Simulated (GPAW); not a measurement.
# Screening of a field by a 7-layer slab of Y(0001)

How does a 7-layer slab of Y(0001) screen a perpendicular field?

Calculated with GPAW 26.7.0; GPAW, PAW setups; slab in vacuum, relaxation, in the first sound run; inputs show where later runs differ.

## 1. The starting structure

The cell holds 7 atoms: 7 Y. Its edges and angles: a = 3.650 Å, b = 3.650 Å, c = 35.202 Å, α = 90.0°, β = 90.0°, γ = 60.0°. Vacuum lies along c.

## 2. Relaxation

The atoms are relaxed first, since the surface dipole, and with it the work function, follows the positions of the outer layers. The lowest 3 atoms are held at bulk positions and keep their forces.

run.py reads:

```python
import json
import numpy as np
from ase import Atoms
from ase.constraints import FixAtoms
from ase.optimize import BFGS
from gpaw import GPAW, PW

slab = Atoms(
    ['Y', 'Y', 'Y', 'Y', 'Y', 'Y', 'Y'],
    positions=[
        [0.00000, 0.00000, 9.00000],
        [3.65000, 2.10733, 11.86707],
        [0.00000, 0.00000, 14.73415],
        [3.65000, 2.10733, 17.60122],
        [0.00000, 0.00000, 20.46830],
        [3.65000, 2.10733, 23.33537],
        [0.00000, 0.00000, 26.20245]],
    cell=[[3.65, 0.0, 0.0], [1.825, 3.16099, 0.0], [0.0, 0.0, 35.20245]],
    pbc=[True, True, False])

slab.calc = GPAW(mode=PW(400), xc='PBE', kpts={'size': (10, 10, 1), 'gamma': True},
                 occupations={'name': 'fermi-dirac', 'width': 0.1}, nbands='160%',
                 convergence={'density': 1e-05}, maxiter=200,
                 poissonsolver={'dipolelayer': 'xy'},
                 symmetry={'tolerance': 1e-3, 'extra_ids': [1, 1, 1, 0, 0, 0, 0]}, txt='slab.txt')
result = {}
slab.set_constraint(FixAtoms([0, 1, 2]))
path = []
opt = BFGS(slab, maxstep=0.2)
opt.attach(lambda: path.append((slab.get_potential_energy(), slab.positions.tolist(), slab.get_forces().tolist())))
result['relaxed'] = bool(opt.run(fmax=0.03, steps=40))
result['path'] = path
energy = slab.get_potential_energy()
fermi = slab.calc.get_fermi_level()
v = slab.calc.get_electrostatic_potential().mean((0, 1)) - fermi
n = slab.calc.get_pseudo_density().mean((0, 1))
L = slab.cell[2, 2]
z = np.arange(len(v)) * L / len(v)
low, high = slab.positions[:, 2].min(), slab.positions[:, 2].max()
below, above = np.interp([low - 6.8, high + 6.8], z, v)
slopes = [np.interp(x, z, np.gradient(v, z)) for x in (low - 6.8, high + 6.8)]
eps = np.array([[slab.calc.get_eigenvalues(k, s) for k in range(len(slab.calc.get_ibz_k_points()))]
                for s in range(slab.calc.get_number_of_spins())]) - fermi
top, bottom = eps[eps < 0].max(), eps[eps > 0].min()
dipole = slab.get_dipole_moment()[2]
print(f'energy {energy:.4f} eV, Fermi level {fermi:.4f} eV, dipole {dipole:.5f} e A')
print(f'potential 6.8 A off the faces, from the Fermi level: lower {below:.4f} eV, upper {above:.4f} eV')
print(f'slope of the potential there: lower {slopes[0]:.5f}, upper {slopes[1]:.5f} eV/A')
print(f'nearest levels on the mesh: {top:.4f} and {bottom:.4f} eV')
print('magnetic moment', round(slab.get_magnetic_moment(), 3))
result.update(energy=energy, fermi=fermi, dipole=dipole, below=below, above=above, slopes=slopes, edges=[top, bottom],
              z=z.tolist(), v=v.tolist(), n=n.tolist(), positions=slab.positions.tolist(),
              forces=slab.get_forces(apply_constraint=False).tolist(), moments=slab.get_magnetic_moments().tolist())
json.dump(result, open('result.json', 'w'))
```

The run is started by

```sh
> OMP_NUM_THREADS=1 OPENBLAS_NUM_THREADS=1 python run.py
```

Log:

```text
Step          Energy          fmax
BFGS:    0      -31.568605        0.176640
BFGS:    1      -31.569484        0.169115
BFGS:    2      -31.575682        0.050804
BFGS:    3      -31.575798        0.038276
BFGS:    4      -31.575879        0.039980
BFGS:    5      -31.576224        0.042667
BFGS:    6      -31.576451        0.032173
BFGS:    7      -31.576561        0.028205
energy -31.3332 eV, Fermi level 2.2928 eV, dipole 0.00107 e A
potential 6.8 A off the faces, from the Fermi level: lower 3.3740 eV, upper 3.3576 eV
slope of the potential there: lower -0.00012, upper 0.00013 eV/A
nearest levels on the mesh: -0.0153 and 0.0041 eV
magnetic moment 0.0
```

It took 20 min on 1 thread of Intel Xeon 6975P-C (Granite Rapids), shared host; peak memory 0.36 GiB.

Step by step:

```csv
step,energy less that of the first step (eV),largest force (eV/Å)
1,0.0000,0.1766
2,-0.0008,0.1691
3,-0.0067,0.0508
4,-0.0069,0.0383
5,-0.0070,0.0400
6,-0.0074,0.0427
7,-0.0077,0.0322
8,-0.0079,0.0282
```

The atoms that moved most (Å):

```
atom     dx     dy      dz  length
  Y7  0.000  0.000  -0.059   0.059
  Y6  0.000  0.000   0.028   0.028
  Y5  0.000  0.000   0.007   0.007
```

The relaxed structure:

```cif
data_structure
_symmetry_space_group_name_H-M 'P 1'
_symmetry_Int_Tables_number 1
_cell_length_a 3.6500
_cell_length_b 3.6500
_cell_length_c 35.2024
_cell_angle_alpha 90.000
_cell_angle_beta 90.000
_cell_angle_gamma 60.000
_cell_volume 406.15
loop_
_atom_site_label
_atom_site_type_symbol
_atom_site_fract_x
_atom_site_fract_y
_atom_site_fract_z
_atom_site_occupancy
Y1 Y 0.00000 0.00000 0.25566 1
Y2 Y 0.66667 0.66667 0.33711 1
Y3 Y 0.00000 0.00000 0.41855 1
Y4 Y 0.66667 0.66667 0.49993 1
Y5 Y 0.00000 0.00000 0.58166 1
Y6 Y 0.66667 0.66667 0.66367 1
Y7 Y 0.00000 0.00000 0.74267 1
```

This step gave:

| Property | Result |
| --- | --- |
| dipole along the normal | 0.001067 e·Å |
| levels nearest the Fermi level on the mesh | -0.01530, 0.004116 eV from the Fermi level |
| upper work function | 3.358 eV |
| lower work function | 3.374 eV |

The electrostatic potential energy of an electron (without an applied field's), less the Fermi level, planar mean oscillates, so the rows of the table below give means over windows of 2.83 Å about each position, cut where the curve ends. Its maxima inside the range that stand out by 2 % of the span (Å: eV): 10.5: 0.922, 13.3: 0.763, 16.2: 0.742, 19.1: 0.830, 22.0: 0.761, 24.7: 0.630. Its minima: 9.0: -17.7, 11.8: -17.2, 14.8: -17.3, 17.6: -17.4, 20.4: -17.3, 23.4: -17.2, 26.2: -17.6.

The electrostatic potential energy of an electron (without an applied field's), less the Fermi level, planar mean by z; means over each step:

| z (Å) | electrostatic potential energy of an electron (without an applied field's), less the Fermi level, planar mean (eV) |
| --- | --- |
| 1.42 | 3.37 |
| 4.25 | 3.36 |
| 7.08 | 0.909 |
| 9.91 | -6.41 |
| 12.73 | -6.37 |
| 15.57 | -6.34 |
| 18.39 | -6.35 |
| 21.23 | -6.37 |
| 24.05 | -6.49 |
| 26.88 | -5.94 |
| 29.71 | 3.24 |
| 32.55 | 3.36 |

The pseudo valence density, planar mean oscillates, so the rows of the table below give means over windows of 2.93 Å about each position, cut where the curve ends. Its maxima inside the range that stand out by 2 % of the span (Å: e/Å³): 9.0: 0.795, 11.9: 0.779, 14.7: 0.782, 17.6: 0.795, 20.5: 0.784, 23.3: 0.766, 26.2: 0.791. Its minima: 10.5: 0.102, 13.2: 0.101, 16.1: 0.101, 19.1: 0.0998, 22.0: 0.0984, 24.7: 0.109.

Pseudo valence density, planar mean against z; means over each step:

```
z (Å)  pseudo valence density, planar mean (e/Å³)
 1.47                                      9.2e-7
 4.40                                      3.5e-4
 7.33                                       0.109
10.26                                       0.342
13.19                                       0.341
16.12                                       0.342
19.05                                       0.339
21.98                                       0.336
24.91                                       0.363
27.84                                       0.105
30.77                                      3.4e-4
33.70                                      9.8e-7
```

The relaxation lowered the energy of the cell by 0.00790 eV (energies extrapolated to zero smearing; the optimiser's log prints free energies). The largest force left on a free atom is 0.028 eV/Å.

## 3. Plane waves, PBE

The work function is the vacuum plateau of the electrostatic potential less the Fermi level; a dipole layer lets the two faces have plateaus of their own.

This step: GPAW, PAW setups; slab in vacuum (GPAW 26.7.0).

Changes to run.py since step 2:

```diff
@@ -3,4 +3,2 @@
 from ase import Atoms
-from ase.constraints import FixAtoms
-from ase.optimize import BFGS
 from gpaw import GPAW, PW
@@ -13,6 +11,6 @@
         [0.00000, 0.00000, 14.73415],
-        [3.65000, 2.10733, 17.60122],
-        [0.00000, 0.00000, 20.46830],
-        [3.65000, 2.10733, 23.33537],
-        [0.00000, 0.00000, 26.20245]],
+        [3.65000, 2.10733, 17.59862],
+        [-0.00000, -0.00000, 20.47570],
+        [3.65000, 2.10733, 23.36298],
+        [0.00000, -0.00000, 26.14390]],
     cell=[[3.65, 0.0, 0.0], [1.825, 3.16099, 0.0], [0.0, 0.0, 35.20245]],
@@ -24,10 +22,4 @@
                  poissonsolver={'dipolelayer': 'xy'},
-                 symmetry={'tolerance': 1e-3, 'extra_ids': [1, 1, 1, 0, 0, 0, 0]}, txt='slab.txt')
+                 symmetry={'tolerance': 1e-3}, txt='slab.txt')
 result = {}
-slab.set_constraint(FixAtoms([0, 1, 2]))
-path = []
-opt = BFGS(slab, maxstep=0.2)
-opt.attach(lambda: path.append((slab.get_potential_energy(), slab.positions.tolist(), slab.get_forces().tolist())))
-result['relaxed'] = bool(opt.run(fmax=0.03, steps=40))
-result['path'] = path
 energy = slab.get_potential_energy()
```

Log:

```text
energy -31.3332 eV, Fermi level 2.2927 eV, dipole 0.00108 e A
potential 6.8 A off the faces, from the Fermi level: lower 3.3741 eV, upper 3.3577 eV
slope of the potential there: lower -0.00012, upper 0.00013 eV/A
nearest levels on the mesh: -0.0153 and 0.0041 eV
magnetic moment 0.0
```

Run time: 3.7 min. Hardware: 1 thread; peak memory 0.35 GiB.

This step gave:

* dipole along the normal: 0.001085 e·Å
* levels nearest the Fermi level on the mesh: -0.01530, 0.004127 eV from the Fermi level

The electrostatic potential energy of an electron (without an applied field's), less the Fermi level, planar mean oscillates, so the rows of the table below give means over windows of 2.83 Å about each position, cut where the curve ends. Its maxima inside the range that stand out by 2 % of the span (Å: eV): 10.5: 0.922, 13.3: 0.763, 16.2: 0.742, 19.1: 0.830, 22.0: 0.761, 24.7: 0.630. Its minima: 9.0: -17.7, 11.8: -17.2, 14.8: -17.3, 17.6: -17.4, 20.4: -17.3, 23.4: -17.2, 26.2: -17.6.

Table of electrostatic potential energy of an electron (without an applied field's), less the Fermi level, planar mean by z; means over each step:

```csv
z (Å),"electrostatic potential energy of an electron (without an applied field's), less the Fermi level, planar mean (eV)"
1.42,3.37
4.25,3.36
7.08,0.910
9.91,-6.41
12.73,-6.37
15.57,-6.34
18.39,-6.35
21.23,-6.37
24.05,-6.49
26.88,-5.94
29.71,3.24
32.55,3.36
```

The pseudo valence density, planar mean oscillates, so the rows of the table below give means over windows of 2.93 Å about each position, cut where the curve ends. Its maxima inside the range that stand out by 2 % of the span (Å: e/Å³): 9.0: 0.795, 11.9: 0.779, 14.7: 0.782, 17.6: 0.795, 20.5: 0.784, 23.3: 0.766, 26.2: 0.791. Its minima: 10.5: 0.102, 13.2: 0.101, 16.1: 0.101, 19.1: 0.0998, 22.0: 0.0984, 24.7: 0.109.

Pseudo valence density, planar mean against z; means over each step:

(Unchanged from step 2.)

Force by atom:

```csv
atom,x (eV/Å),y (eV/Å),z (eV/Å),size
Y1,0.000,0.000,0.176,0.176
Y2,0.000,0.000,-0.178,0.178
Y3,0.000,0.000,0.034,0.034
Y4,0.000,0.000,0.023,0.023
Y5,0.000,0.000,-0.028,0.028
Y6,0.000,0.000,-0.010,0.010
Y7,0.000,0.000,-0.017,0.017
```

The potential is flat to 1.3e-4 eV/Å where it is read, so the vacuum is wide enough.

## 4. In a field

A uniform field along the normal polarises the slab; the atoms stay fixed, so this is the electronic response alone.

Changes to run.py since step 3:

```diff
@@ -4,2 +4,3 @@
 from gpaw import GPAW, PW
+from gpaw.external import ConstantElectricField
 
@@ -22,2 +23,3 @@
                  poissonsolver={'dipolelayer': 'xy'},
+                 external=ConstantElectricField(-0.2, [0, 0, 1]),
                  symmetry={'tolerance': 1e-3}, txt='slab.txt')
```

Log:

```text
energy -31.3618 eV, Fermi level 2.2882 eV, dipole -0.28767 e A
potential 6.8 A off the faces, from the Fermi level: lower 1.1216 eV, upper 5.6341 eV
slope of the potential there: lower -0.00009, upper 0.00038 eV/A
nearest levels on the mesh: -0.0153 and 0.0049 eV
magnetic moment 0.0
```

Wall time 12 min (1 thread); peak memory 0.76 GiB.

Numbers from this step:

```
dipole along the normal                                         : -0.2877 e·Å
levels nearest the Fermi level on the mesh                      : -0.01528, 0.004892 eV from the Fermi level
potential below the slab, the applied field's own ramp left out : 1.122 eV from the Fermi level
potential above the slab, the applied field's own ramp left out : 5.634 eV from the Fermi level
```

The electrostatic potential energy of an electron (without an applied field's), less the Fermi level, planar mean oscillates, so the rows of the table below give means over windows of 2.88 Å about each position, cut where the curve ends. Its maxima inside the range that stand out by 2 % of the span (Å: eV): 10.5: -0.507, 13.3: -0.0969, 16.2: 0.470, 19.1: 1.12, 22.0: 1.64, 24.7: 2.06, 33.4: 5.64. Its minima: 9.0: -19.4, 11.8: -18.4, 14.8: -17.9, 17.6: -17.4, 20.4: -16.7, 23.4: -16.1, 26.2: -15.9.

The electrostatic potential energy of an electron (without an applied field's), less the Fermi level, planar mean by z; means over each step:

```csv
z (Å),"electrostatic potential energy of an electron (without an applied field's), less the Fermi level, planar mean (eV)"
1.44,1.27
4.32,1.11
7.20,-1.88
10.08,-7.92
12.96,-7.32
15.84,-6.76
18.72,-6.13
21.60,-5.51
24.48,-5.44
27.36,-1.74
30.24,5.58
33.12,5.63
```

Force by atom:

| atom | x (eV/Å) | y (eV/Å) | z (eV/Å) | size |
| --- | --- | --- | --- | --- |
| Y1 | 0.000 | 0.000 | 0.178 | 0.178 |
| Y2 | 0.000 | 0.000 | -0.181 | 0.181 |
| Y3 | 0.000 | 0.000 | 0.036 | 0.036 |
| Y4 | 0.000 | 0.000 | 0.022 | 0.022 |
| Y5 | 0.000 | 0.000 | -0.026 | 0.026 |
| Y6 | 0.000 | 0.000 | -0.014 | 0.014 |
| Y7 | 0.000 | 0.000 | -0.015 | 0.015 |

The dipole is now -0.288 e Å, against 0.0011 in the run without a field.

## 5. In a field

Changes to run.py since step 4:

```diff
@@ -23,3 +23,3 @@
                  poissonsolver={'dipolelayer': 'xy'},
-                 external=ConstantElectricField(-0.2, [0, 0, 1]),
+                 external=ConstantElectricField(-0.1, [0, 0, 1]),
                  symmetry={'tolerance': 1e-3}, txt='slab.txt')
```

Log:

```text
energy -31.3403 eV, Fermi level 2.2921 eV, dipole -0.14325 e A
potential 6.8 A off the faces, from the Fermi level: lower 2.2439 eV, upper 4.4909 eV
slope of the potential there: lower -0.00010, upper 0.00023 eV/A
nearest levels on the mesh: -0.0153 and 0.0045 eV
magnetic moment 0.0
```

Wall time 12 min (1 thread); peak memory 0.76 GiB.

Numbers from this step:

| Property | Result |
| --- | --- |
| dipole along the normal | -0.1432 e·Å |
| levels nearest the Fermi level on the mesh | -0.01529, 0.004494 eV from the Fermi level |
| potential below the slab, the applied field's own ramp left out | 2.244 eV from the Fermi level |
| potential above the slab, the applied field's own ramp left out | 4.491 eV from the Fermi level |

The electrostatic potential energy of an electron (without an applied field's), less the Fermi level, planar mean oscillates, so the rows of the table below give means over windows of 2.88 Å about each position, cut where the curve ends. Its maxima inside the range that stand out by 2 % of the span (Å: eV): 10.5: 0.207, 13.3: 0.333, 16.2: 0.606, 19.1: 0.977, 22.0: 1.20, 24.7: 1.34, 33.4: 4.49. Its minima: 9.0: -18.6, 11.8: -17.8, 14.8: -17.6, 17.6: -17.4, 20.4: -17.0, 23.4: -16.6, 26.2: -16.7.

Electrostatic potential energy of an electron (without an applied field's), less the Fermi level, planar mean against z; means over each step:

z (Å), electrostatic potential energy of an electron (without an applied field's), less the Fermi level, planar mean (eV) and a bar from the least value:
```
     1.44        2.3 ########################
     4.32        2.2 ########################
     7.20       -0.8 ################
    10.08       -7.2 
    12.96       -6.9 #
    15.84       -6.6 #
    18.72       -6.2 ##
    21.60       -5.9 ###
    24.48       -6.1 ###
    27.36       -2.7 ###########
    30.24        4.4 ##############################
    33.12        4.5 ##############################
```

Force by atom:

| atom | x (eV/Å) | y (eV/Å) | z (eV/Å) | size |
| --- | --- | --- | --- | --- |
| Y1 | 0.000 | 0.000 | 0.178 | 0.178 |
| Y2 | 0.000 | 0.000 | -0.179 | 0.179 |
| Y3 | 0.000 | 0.000 | 0.035 | 0.035 |
| Y4 | 0.000 | 0.000 | 0.023 | 0.023 |
| Y5 | 0.000 | 0.000 | -0.027 | 0.027 |
| Y6 | 0.000 | 0.000 | -0.012 | 0.012 |
| Y7 | 0.000 | 0.000 | -0.016 | 0.016 |

The dipole is now -0.143 e Å, against 0.0011 in the run without a field.

## 6. In a field

Changes to run.py since step 5:

```diff
@@ -23,3 +23,3 @@
                  poissonsolver={'dipolelayer': 'xy'},
-                 external=ConstantElectricField(-0.1, [0, 0, 1]),
+                 external=ConstantElectricField(-0.05, [0, 0, 1]),
                  symmetry={'tolerance': 1e-3}, txt='slab.txt')
```

Log:

```text
energy -31.3350 eV, Fermi level 2.2928 eV, dipole -0.07108 e A
potential 6.8 A off the faces, from the Fermi level: lower 2.8080 eV, upper 3.9230 eV
slope of the potential there: lower -0.00011, upper 0.00018 eV/A
nearest levels on the mesh: -0.0153 and 0.0043 eV
magnetic moment 0.0
```

Wall time 12 min (1 thread); peak memory 0.76 GiB.

## 7. Field on

Changes to run.py since step 6:

```diff
@@ -23,3 +23,3 @@
                  poissonsolver={'dipolelayer': 'xy'},
-                 external=ConstantElectricField(-0.05, [0, 0, 1]),
+                 external=ConstantElectricField(0.05, [0, 0, 1]),
                  symmetry={'tolerance': 1e-3}, txt='slab.txt')
```

Log:

```text
energy -31.3351 eV, Fermi level 2.2919 eV, dipole 0.07328 e A
potential 6.8 A off the faces, from the Fermi level: lower 3.9430 eV, upper 2.7935 eV
slope of the potential there: lower -0.00015, upper 0.00010 eV/A
nearest levels on the mesh: -0.0153 and 0.0038 eV
magnetic moment 0.0
```

It took 12 min on 1 thread; peak memory 0.76 GiB.

The electrostatic potential energy of an electron (without an applied field's), less the Fermi level, planar mean oscillates, so the rows of the table below give means over windows of 2.83 Å about each position, cut where the curve ends. Its maxima inside the range that stand out by 2 % of the span (Å: eV): 1.8: 3.94, 10.5: 1.28, 13.3: 0.978, 16.2: 0.810, 19.1: 0.757, 22.0: 0.541, 24.7: 0.273. Its minima: 9.0: -17.3, 11.8: -17.0, 14.8: -17.2, 17.6: -17.4, 20.4: -17.5, 23.4: -17.5, 26.2: -18.0.

The electrostatic potential energy of an electron (without an applied field's), less the Fermi level, planar mean by z; means over each step:

```
z (Å)  electrostatic potential energy of an electron (without an applied field's), less the Fermi level, planar mean (eV)
 1.42                                                                                                                3.90
 4.25                                                                                                                3.93
 7.08                                                                                                                1.44
 9.91                                                                                                               -6.02
12.73                                                                                                               -6.12
15.57                                                                                                               -6.24
18.39                                                                                                               -6.39
21.23                                                                                                               -6.56
24.05                                                                                                               -6.82
26.88                                                                                                               -6.41
29.71                                                                                                                2.69
32.55                                                                                                                2.79
```

(Continued in part 2 of 2.)

[Logs are printed without paths, hosts, clocks, repeated set-up lines and the standing remarks that a program may print on its own settings, such as how far it seeks lower states.]

[Hosts, paths, dates, database ids (printed as entryN), source tags and the programs' standing remarks are cut or masked in the printed files.]
